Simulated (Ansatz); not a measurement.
## (CdS)1(MgS)3 [001] superlattice, started as zinc blende: phonons and vibrational spectra

Task: relax (CdS)1(MgS)3 [001] superlattice, started as zinc blende, then find its harmonic phonons.

Main program and level: Ansatz 0.2.0; DFT PBEsol, scalar-relativistic, plane waves, PAW.

Most raw output is cut from this account.

The structure was built from a prototype and need not be the compound's stable phase.

## (1) The structure

The structure is tetragonal, space group P-4m2 (No. 115). The conventional cell has a = 4.009 Å, b = 4.009 Å, c = 11.340 Å, α = 90.00°, β = 90.00°, γ = 90.00°. Cd has 4 S at 2.46 Å nearest. Nearest to Mg lie 4 S at 2.46 Å. Mg has 4 S at 2.46 Å nearest. Nearest to S lie 2 Cd at 2.46 Å and 2 Mg at 2.46 Å. Nearest to S lie 4 Mg at 2.46 Å. Farther neighbours and most contacts between anions are not listed.

## (2) Coarse relaxation

A rough relaxation comes first, because large forces or stress need no tight tolerances yet.

The input, input.yaml:

```yaml
crystal:
  lattice:
    - [2.835, 2.835, 0.0]
    - [-2.835, 2.835, 0.0]
    - [0.0, 0.0, 11.34]
  atoms:
    - { symbol: Cd, position: [0.0, 0.0, 0.0] }
    - { symbol: Mg, position: [0.5, 0.5, 0.25] }
    - { symbol: Mg, position: [0.0, 0.0, 0.5] }
    - { symbol: Mg, position: [0.5, 0.5, 0.75] }
    - { symbol: S, position: [0.5, 0.0, 0.125] }
    - { symbol: S, position: [1.0, 0.5, 0.375] }
    - { symbol: S, position: [0.5, 0.0, 0.625] }
    - { symbol: S, position: [1.0, 0.5, 0.875] }
kpoints:
  mp_grid: { grid: [6, 6, 2] }
hamiltonian:
  xc: pbesol
scf:
  occupations: { method: gaussian, width: 0.1 }
output:
  forces: true
  stress: true
  eigenvalues: true
relax:
  adjacent_minimum: "off"
  f_tol: 0.05
  max_steps: 80
  cell: { stress_tol: 0.5 }
```

The run is started by

```bash
$ ansatz run input.yaml --threads 4 --pin off --max-ram 14336MiB --backend cpu --events-out ev --progress --plain --runs-dir out
```

Run time: 9.6 s. Hardware: 4 threads of Arm Neoverse V2, shared host; peak memory 0.53 GiB.

The steps of the relaxation:

```csv
step,energy less that of the first step (eV),largest force component (eV/Å),pressure (GPa),volume (Å³)
1,0.0000,0.6764,1.04,182.28
2,-0.0622,0.0355,-0.04,184.75
3*,-0.0624,0.0356,-0.04,184.75
```

Relaxation steps marked * repeat the geometry before them on a plane-wave basis chosen anew for their cell, so energy and pressure can jump there.

Forces are held to the 8 operations that the run works with; a distortion that breaks them can't arise in this run.

```csv
"conventional cell, symmetrised",before,after,change
a (Å),4.009,4.030,+0.5 %
b (Å),4.009,4.030,+0.5 %
c (Å),11.340,11.376,+0.3 %
volume (Å³/atom),22.79,23.09,+1.4 %
```

The atoms that moved most (Å, as changes of fractional coordinates times the final cell):

```csv
atom,dx,dy,dz,length
S5,0.000,0.000,0.085,0.085
S8,0.000,0.000,-0.085,0.085
Mg2,0.000,0.000,0.053,0.053
Mg4,0.000,0.000,-0.053,0.053
S6,0.000,0.000,0.026,0.026
S7,0.000,0.000,-0.026,0.026
```

This step gave:

```
pressure           : -0.04035 GPa
gap on the k-mesh  : 2.497 eV
volume per atom    : 23.09 Å³
direct gap on mesh : 2.497 eV
```

In this step the volume went from 22.79 to 23.09 Å³/atom.

## (3) Relaxation

Harmonic phonons are second derivatives at a point where the forces vanish, and they are wanted at zero stress, so atoms and cell are relaxed first.

The input, input.yaml:

```yaml
crystal:
  lattice:
    - [2.8496500252, 2.8496500252, 0.0]
    - [-2.8496500252, 2.8496500252, 0.0]
    - [0.0, 0.0, 11.375520094]
  atoms:
    - { symbol: Cd, position: [0.0, 0.0, 0.0] }
    - { symbol: Mg, position: [0.5, 0.5, 0.254642418] }
    - { symbol: Mg, position: [0.0, 0.0, 0.5] }
    - { symbol: Mg, position: [0.5, 0.5, 0.745357582] }
    - { symbol: S, position: [0.5, 0.0, 0.1324673948] }
    - { symbol: S, position: [1.0, 0.5, 0.3772481593] }
    - { symbol: S, position: [0.5, 0.0, 0.6227518407] }
    - { symbol: S, position: [1.0, 0.5, 0.8675326052] }
kpoints:
  mp_grid: { grid: [6, 6, 2] }
hamiltonian:
  xc: pbesol
scf:
  occupations: { method: gaussian, width: 0.02 }
output:
  forces: true
  stress: true
  eigenvalues: true
  write_density: true
  write_potential: true
  elf: true
  volumetric_format: npy
relax:
  adjacent_minimum: "off"
  f_tol: 0.005
  max_steps: 80
  cell: { stress_tol: 0.05 }
```

Run time: 14 s. Hardware: 4 threads; peak memory 0.54 GiB; 52 s of CPU time.

Step by step:

```csv
step,energy less that of the first step (eV),largest force component (eV/Å),pressure (GPa),volume (Å³)
1,0.0000,0.0356,-0.04,184.75
2,-0.0003,0.0080,-0.01,184.65
3,-0.0004,0.0036,0.00,184.60
4*,-0.0004,0.0036,0.00,184.60
```

Relaxation steps marked * repeat the geometry before them on a plane-wave basis chosen anew for their cell, so energy and pressure can jump there.

The run keeps the 8 symmetry operations that it works with, so distortions that break them were not tested.

```csv
"conventional cell, symmetrised",before,after,change
a (Å),4.030,4.036,+0.1 %
b (Å),4.030,4.036,+0.1 %
c (Å),11.376,11.333,-0.4 %
volume (Å³/atom),23.09,23.08,-0.1 %
```

Numbers from this step:

```yaml
pressure: 9.39e-4 GPa
gap_on_the_k_mesh: 2.510 eV
volume_per_atom: 23.08 Å³
direct_gap_on_mesh: 2.510 eV
```

ELF in the ac plane at fractional y = 0.000, with atoms of Cd and Mg and S within 0.2 Å of it. It is the smooth field of the valence electrons, not physical close to the nuclei.

Ten even steps from '_' (0.01) to '@' (0.89), each cell a mean:
```
##**==--............::--++##
----::::..__________..::----
........______________......
____________________________
____________________________
________::--++++==--..______
____..--**%%%%@@%%##++--____
__..==##%%@@%%%%%%@@%%**--__
__::##%%@@##::__==%%@@%%++..
__..**@@@@@@==--**@@@@%%==..
--::..++@@@@@@@@@@@@%%--..::
::==::__++##%%%%%%##--__----
--==::__..::------::____--==
..________________________..
____________________________
____________________________
____________......__________
______..::==****++==::______
____..==##%%@@@@@@%%**--..__
__..==##%%%%##**##%%%%**::__
....==%%@@##..__--%%@@##--..
::..::++@@@@**==##@@%%==::::
++==::::++%%@@@@@@##--::--++
@@##++::::--++**++--..--**%%
```
Columns run along a (4.0 Å), rows up along c (11.3 Å). Atoms in or near the plane, at fractional coordinates: Cd at (0.00, 0.00), Mg at (0.00, 0.50), S at (0.50, 0.13), S at (0.50, 0.62).

Valence density in the ac plane at fractional y = 0.000, with atoms of Cd and Mg and S within 0.2 Å of it. It is the smooth field of the valence electrons, not physical close to the nuclei.

Values in e/Å³, 24 rows by 14 columns, each cell a mean:
```
15 10  3  1  0  0  0  0  0  0  0  1  6 12
 2  2  1  0  0  0  0  0  0  0  0  0  1  2
 0  0  0  0  0  0  0  0  0  0  0  0  0  0
 0  0  0  0  0  0  0  0  0  0  0  0  0  0
 0  0  0  0  0  0  0  0  0  0  0  0  0  0
 0  0  0  0  0  0  0  0  0  0  0  0  0  0
 0  0  0  0  0  0  0  0  0  0  0  0  0  0
 0  0  0  0  0  1  1  1  1  1  0  0  0  0
 0  0  0  0  1  1  1  0  1  1  1  0  0  0
 0  0  0  0  1  1  1  1  1  1  1  0  0  0
 3  1  0  0  0  1  1  1  1  1  0  0  1  2
23 11  1  0  0  0  0  0  0  0  0  0  4 15
13  7  1  0  0  0  0  0  0  0  0  0  2  9
 1  0  0  0  0  0  0  0  0  0  0  0  0  0
 0  0  0  0  0  0  0  0  0  0  0  0  0  0
 0  0  0  0  0  0  0  0  0  0  0  0  0  0
 0  0  0  0  0  0  0  0  0  0  0  0  0  0
 0  0  0  0  0  0  0  0  0  0  0  0  0  0
 0  0  0  0  0  0  1  1  0  0  0  0  0  0
 0  0  0  0  1  1  1  1  1  1  0  0  0  0
 0  0  0  0  1  1  1  0  1  1  1  0  0  0
 1  0  0  0  1  1  1  1  1  1  1  0  0  0
 6  4  1  1  0  1  1  1  1  1  0  1  2  5
22 15  4  1  0  0  0  0  0  0  0  2  8 17
```
Columns run along a (4.0 Å), rows up along c (11.3 Å). Atoms in or near the plane, at fractional coordinates: Cd at (0.00, 0.00), Mg at (0.00, 0.50), S at (0.50, 0.13), S at (0.50, 0.62).

Electrostatic potential energy in the ac plane at fractional y = 0.000, with atoms of Cd and Mg and S within 0.2 Å of it. With pseudopotentials it is smooth inside the atoms' cores, unlike the true potential.

Ten even steps from '_' (-34 eV) to '@' (10 eV), each cell a mean:
```
..::==**%%@@@@@@@@@@##++--::
==++**%%@@@@@@@@@@@@%%##**++
%%%%@@@@@@@@@@@@@@@@@@@@@@%%
@@@@@@@@@@@@@@@@@@@@@@@@@@@@
@@@@@@@@@@@@@@@@@@@@@@@@@@@@
@@@@@@@@@@@@@@@@@@@@@@@@@@@@
@@@@@@@@@@@@%%%%%%@@@@@@@@@@
@@@@@@@@%%++::::--**%%@@@@@@
@@@@@@%%++__..::__..##@@@@@@
%%%%%%%%++..__..__::##%%%%%%
::--**%%%%##++==++##%%##++--
____--##%%@@@@@@@@@@%%**..__
____==##%%@@@@@@@@@@%%**::__
++**##%%@@@@@@@@@@@@%%%%##**
%%%%@@@@@@@@@@@@@@@@@@@@@@%%
@@@@@@@@@@@@@@@@@@@@@@@@@@@@
@@@@@@@@@@@@@@@@@@@@@@@@@@@@
@@@@@@@@@@@@@@@@@@@@@@@@@@@@
@@@@@@@@@@%%####%%%%@@@@@@@@
@@@@@@@@##--....::==%%@@@@@@
@@@@@@%%++__..::__..##%%@@@@
####%%%%**::____..--##%%%%##
----++##%%##****##%%%%**==--
__::--++%%@@@@@@@@@@##==--..
```
Columns run along a (4.0 Å; values clipped at the 3rd and 97th percentile), rows up along c (11.3 Å). Atoms in or near the plane, at fractional coordinates: Cd at (0.00, 0.00), Mg at (0.00, 0.50), S at (0.50, 0.13), S at (0.50, 0.62).

In this step the volume went from 23.09 to 23.08 Å³/atom.

## (4) Tight relaxation

Phonons need a cell at rest on their own settings, so the relaxation is repeated with tight tolerances on forces and stress on the k mesh and occupations of the first response run.

The input, input.yaml:

```yaml
crystal:
  lattice:
    - [2.853839687, 2.853839687, 0.0]
    - [-2.853839687, 2.853839687, 0.0]
    - [0.0, 0.0, 11.3331939903]
  atoms:
    - { symbol: Cd, position: [0.0, 0.0, 0.0] }
    - { symbol: Mg, position: [0.5, 0.5, 0.2543112291] }
    - { symbol: Mg, position: [0.0, 0.0, 0.5] }
    - { symbol: Mg, position: [0.5, 0.5, 0.7456887709] }
    - { symbol: S, position: [0.5, 0.0, 0.1326262604] }
    - { symbol: S, position: [1.0, 0.5, 0.3771363096] }
    - { symbol: S, position: [0.5, 0.0, 0.6228636904] }
    - { symbol: S, position: [1.0, 0.5, 0.8673737396] }
kpoints:
  mp_grid: { grid: [8, 8, 2] }
hamiltonian:
  xc: pbesol
scf:
  occupations: { method: fixed }
output:
  forces: true
  stress: true
  eigenvalues: true
relax:
  adjacent_minimum: "off"
  f_tol: 0.001
  max_steps: 60
  cell: { stress_tol: 0.01 }
```

Elapsed: 15 s, on 4 threads; peak memory 0.58 GiB.

Little changed from the start: no atom moved by 0.005 Å and no cell edge by 0.1 %.

Numbers from this step:

```yaml
pressure: 0.001686 GPa
gap_on_the_k_mesh: 2.511 eV
volume_per_atom: 23.07 Å³
direct_gap_on_mesh: 2.511 eV
```

The largest force component left is 0.64 meV/Å and the pressure is 0.002 GPa, within the tolerances set. The cell now holds 23.07 Å³/atom.

## (5) Zone-centre response

The zone centre is the only wavevector solved here; it holds the modes that light can see, as far as symmetry allows. The response to a homogeneous field gives the Born charges and the dielectric tensor, and its change with displacement the Raman tensors.

The input, input.yaml:

```yaml
crystal:
  lattice:
    - [2.8538707591, 2.8538707591, 0.0]
    - [-2.8538707591, 2.8538707591, 0.0]
    - [0.0, 0.0, 11.3326528972]
  atoms:
    - { symbol: Cd, position: [0.0, 0.0, 0.0] }
    - { symbol: Mg, position: [0.5, 0.5, 0.2543062425] }
    - { symbol: Mg, position: [0.0, 0.0, 0.5] }
    - { symbol: Mg, position: [0.5, 0.5, 0.7456937575] }
    - { symbol: S, position: [0.5, 0.0, 0.1325860847] }
    - { symbol: S, position: [1.0, 0.5, 0.3771313956] }
    - { symbol: S, position: [0.5, 0.0, 0.6228686044] }
    - { symbol: S, position: [1.0, 0.5, 0.8674139153] }
kpoints:
  mp_grid: { grid: [8, 8, 2] }
hamiltonian:
  xc: pbesol
scf:
  occupations: { method: fixed }
output:
  eigenvalues: true
phonons:
  method: dfpt
  dielectric: true
  rigid_motions: translations
  raman: true
```

Elapsed: 7.6 min, on 4 threads; peak memory 2.9 GiB.

Numbers from this step:

* sum-rule residual before enforcement: 1.63e-4 eV/Å²
* miss of the charge sum rule: 0.02094 e
* estimated error of the dielectric tensor: 0.01825
* estimated error of the Born charges: 0.02530 e
* point group: -42m
* highest optical mode at the zone centre (no LO-TO term): 388.9 cm⁻¹
* lowest optical zone-centre mode: 59.86 cm⁻¹
* mean high-frequency dielectric constant: 4.582
* largest Born charge (third of the trace): 1.985 e
* mean static dielectric constant: 7.300
* top of the zone-centre spectrum with the field: 407.3 cm⁻¹

Without the LO-TO term. Patterns of degenerate modes are one choice out of their space. Modes at Γ, with each element's share of the kinetic energy:

```csv
mode,frequency (cm⁻¹),symmetry,Cd %,Mg %,S %
1,0.0,acoustic,36,23,41
2,0.0,acoustic,36,23,41
3,0.0,acoustic,36,23,41
4,59.9,E,47,21,32
5,59.9,E,47,21,32
6,88.8,E,0,46,53
7,88.8,E,0,46,53
8,110.8,E,2,48,51
9,110.8,E,2,48,51
10,124.6,B2,44,20,36
11,170.5,A1,0,40,60
12,249.4,B2,19,23,58
13,253.6,E,15,1,84
14,253.6,E,15,1,84
15,281.2,A1,0,0,100
16,327.0,B2,0,71,29
17,327.7,E,0,52,48
18,327.7,E,0,52,48
19,329.5,E,0,55,45
20,329.5,E,0,55,45
21,340.0,E,0,54,46
22,340.0,E,0,54,46
23,366.4,B2,1,63,36
24,388.9,A1,0,60,40
```

Displacements in mode 5 (59.9 cm⁻¹), the largest set to 1:
```
Cd1 -0.28  0.97  0.00
Mg2  0.30 -0.70  0.00
Mg3  0.29 -1.00  0.00
Mg4  0.08 -0.64  0.00
S5   0.66 -0.21  0.00
S6   0.42 -0.84  0.00
S7   0.04 -0.73  0.00
S8  -0.65  0.17  0.00
```

Displacements in mode 24 (388.9 cm⁻¹), the largest set to 1:
```
Cd1  0.00  0.00  0.00
Mg2  0.00  0.00 -1.00
Mg3  0.00  0.00  0.00
Mg4  0.00  0.00  1.00
S5   0.00  0.00  0.51
S6   0.00  0.00  0.49
S7   0.00  0.00 -0.49
S8   0.00  0.00 -0.51
```

Optical modes at the zone centre, without and with the macroscopic field of the longitudinal modes; each column is sorted by frequency, so a row need not hold one and the same mode. Modes with and without the field, by row:

```csv
rank among optical modes,no field (cm⁻¹),"q along (1, 0, 0) (cm⁻¹)","q along (0, 0, 1) (cm⁻¹)"
1,59.9,59.9,59.9
2,59.9,60.3,59.9
3,88.8,88.8,88.8
4,88.8,88.8,88.8
5,110.8,110.8,110.8
6,110.8,110.9,110.8
7,124.6,124.6,125.2
8,170.5,170.5,170.5
9,249.4,249.4,253.6
10,253.6,253.6,253.6
11,253.6,264.3,256.5
12,281.2,281.2,281.2
13,327,327,327.7
14,327.7,327.7,327.7
15,327.7,327.7,329.5
16,329.5,329.5,329.5
17,329.5,335.2,340
18,340,340,340
19,340,366.4,359.4
20,366.4,388.9,388.9
21,388.9,401.1,407.3
```

Born charge (rows field, columns displacement) (e), principal values of the symmetric part by kind of site:

```csv
atom,atoms with these values,low,middle,high,mean
Cd1,1,1.75,2.10,2.10,1.98
Mg2,2,1.84,1.91,1.96,1.90
Mg3,1,1.90,1.90,2.04,1.95
S5,2,-2.07,-1.84,-1.83,-1.91
S6,2,-2.02,-1.93,-1.92,-1.96
```

In full for Mg2:

```
 1.87 -0.04  0.00
-0.04  1.87  0.00
 0.00  0.00  1.96
```

High-frequency dielectric tensor:

```
4.60 0.00 0.00
0.00 4.60 0.00
0.00 0.00 4.54
```

Static dielectric tensor (ions relaxed, fixed cell):

```
7.33 0.00 0.00
0.00 7.33 0.00
0.00 0.00 7.25
```

Transverse modes. Lines of the infrared spectrum (strongest = 100):

```csv
position (cm⁻¹),relative intensity
60,0.4
89,0.0
111,0.1
125,0.5
170,0.0
249,15
254,46
281,0.0
327,88
328,0.0
330,100
340,74
366,11
389,0.0
```

Activity x (w_L - w)^4 (n + 1)/w, 532 nm, 300 K; modes without the macroscopic field alone. Lines of the Raman spectrum (strongest = 100):

```csv
position (cm⁻¹),relative intensity
60,100
89,38
111,14
125,0.1
170,26
249,0.5
254,2.1
281,10
327,3.2
328,0.2
330,32
340,0.6
366,1.0
389,0.7
```

Static second-order susceptibility (pm/V), twice the coefficient d of second-harmonic generation. Second order susceptibility, by row:

```csv
field along,xx,yy,zz,yz,xz,xy
x,0,0,0,9.09,0,0
y,0,0,0,0,9.09,0
z,0,0,0,0,0,9.09
```

Before it was imposed, the acoustic sum rule was missed by 1.6e-4 eV/Å² and the charge sum rule by 0.021 e. Small misses are needed for a sound result but don't prove that mesh and cutoff are converged. The lowest optical mode is real, 59.9 cm⁻¹.

The log warns of the k mesh: “the force constants stand on the 8×8×2 k-mesh, whose period is 11.70 times the interband length at k = (0.0000, 0.0000, 0.0000), direct gap 2.511 eV, under 14: take them and everything formed from them as unconverged”.

## (6) Isotope substitution, element Cd, natural mass 112.414 amu

An isotope changes the mass and not the force constants, so no new electronic calculation is needed; the shifts show which modes move this element.

The same force constants with the mass of Cd changed from 112.414 to 115.905 u (phonopy, no LO-TO term). Both lists are sorted by frequency; levels can cross, so a row need not hold one and the same mode. Modes under 3 cm⁻¹ are left out. Isotope shifts, by row:

```csv
q,rank,natural mass (cm⁻¹),changed mass (cm⁻¹)
0 0 0,4,59.86,59.43
0 0 0,5,59.86,59.43
0 0 0,6,88.83,88.83
0 0 0,7,88.83,88.83
0 0 0,8,110.8,110.8
0 0 0,9,110.8,110.8
0 0 0,10,124.6,123.8
0 0 0,11,170.5,170.5
0 0 0,12,249.4,248.7
0 0 0,13,253.6,253.1
0 0 0,14,253.6,253.1
0 0 0,15,281.2,281.2
0 0 0,16,327,327
0 0 0,17,327.7,327.7
0 0 0,18,327.7,327.7
0 0 0,19,329.5,329.5
0 0 0,20,329.5,329.5
0 0 0,21,340,340
0 0 0,22,340,340
0 0 0,23,366.4,366.3
0 0 0,24,388.9,388.9
```

A mode of this element alone would shift by -1.52 %. The highest zone-centre frequency without the field goes from 388.9 to 388.9 cm⁻¹ (+0.0 %). The product of the frequency ratios over all optical modes at Γ is 0.971; the product rule, (m/m′)^(3k/2) (M′/M)^(3/2) with k = 1 such atoms and M the mass of the cell, gives 0.971.

## (7) Another isotope, element Mg, natural mass 24.305 amu

The same for Mg, from 24.30 to 25.98 u.

A mode of this element alone would shift by -3.28 %. The highest zone-centre frequency without the field goes from 388.9 to 381.3 cm⁻¹ (-2.0 %). The product of the frequency ratios over all optical modes at Γ is 0.758; the product rule, (m/m′)^(3k/2) (M′/M)^(3/2) with k = 3 such atoms and M the mass of the cell, gives 0.758.

## (8) Isotope substitution, element S, natural mass 32.06 amu

The same for S, from 32.06 to 33.97 u.

The same force constants with the mass of S changed from 32.060 to 33.968 u (phonopy, no LO-TO term). Both lists are sorted by frequency; levels can cross, so a row need not hold one and the same mode. Modes under 3 cm⁻¹ are left out. Isotope shifts, by row:

```csv
q,rank,natural mass (cm⁻¹),changed mass (cm⁻¹)
0 0 0,4,59.86,59.31
0 0 0,5,59.86,59.31
0 0 0,6,88.83,87.45
0 0 0,7,88.83,87.45
0 0 0,8,110.8,109.2
0 0 0,9,110.8,109.2
0 0 0,10,124.6,123.2
0 0 0,11,170.5,167.5
0 0 0,12,249.4,245.2
0 0 0,13,253.6,247.6
0 0 0,14,253.6,247.6
0 0 0,15,281.2,273.2
0 0 0,16,327,323.2
0 0 0,17,327.7,323.2
0 0 0,18,327.7,324.3
0 0 0,19,329.5,325.3
0 0 0,20,329.5,325.3
0 0 0,21,340,335.6
0 0 0,22,340,335.6
0 0 0,23,366.4,362.8
0 0 0,24,388.9,384.6
```

A mode of this element alone would shift by -2.85 %. The highest zone-centre frequency without the field goes from 388.9 to 384.6 cm⁻¹ (-1.1 %). The product of the frequency ratios over all optical modes at Γ is 0.733; the product rule, (m/m′)^(3k/2) (M′/M)^(3/2) with k = 4 such atoms and M the mass of the cell, gives 0.733.

## (9) Summary of results

| Quantity | Value |
| --- | --- |
| space group after relaxation (within 0.01 Å) | P-4m2 |
| volume per atom | 23.1 Å³ |
| gap on the k-mesh | 2.51 eV |
| highest optical mode at the zone centre (no LO-TO term) | 389 cm⁻¹ |
| top of the zone-centre spectrum with the field | 407 cm⁻¹ |
| lowest optical zone-centre mode | 59.9 cm⁻¹ |
| mean high-frequency dielectric constant | 4.58 |
| mean static dielectric constant | 7.30 |
| largest Born charge (third of the trace) | 1.98 e |
| imaginary modes at Γ (the only wavevector solved) | none |

In words: The structure is stable against zone-centre distortions, since no mode there is imaginary; other wavevectors were not solved, so zone-boundary instabilities are untested. Without the field, the optical modes at Γ span 60 to 389 cm⁻¹. No dispersion was computed. With the macroscopic field of the longitudinal modes the top of the zone-centre spectrum lies at 407 cm⁻¹, against 389 cm⁻¹ without it. Lattice motion raises the mean dielectric constant from 4.582 to 7.300. The strongest infrared line is at 330 cm⁻¹. Averaged over orientations, the strongest Raman line at 532 nm and 300 K is at 60 cm⁻¹, among the modes without the field; their longitudinal partners can be Raman active too. With the field response the log warns that the k mesh is coarse for the force constants too, so the frequencies may not be converged. The starting cell was built on a prototype and not taken from a measurement, so the phase need not exist. These are harmonic frequencies at zero temperature: anharmonic shifts, linewidths and thermal expansion are left out.

[Logs are printed without paths, hosts, clocks, repeated set-up lines and the standing remarks that a program may print on its own settings, such as how far it seeks lower states.]

[Hosts, paths, dates, database ids (printed as entryN), source tags and the programs' standing remarks are cut or masked in the printed files.]
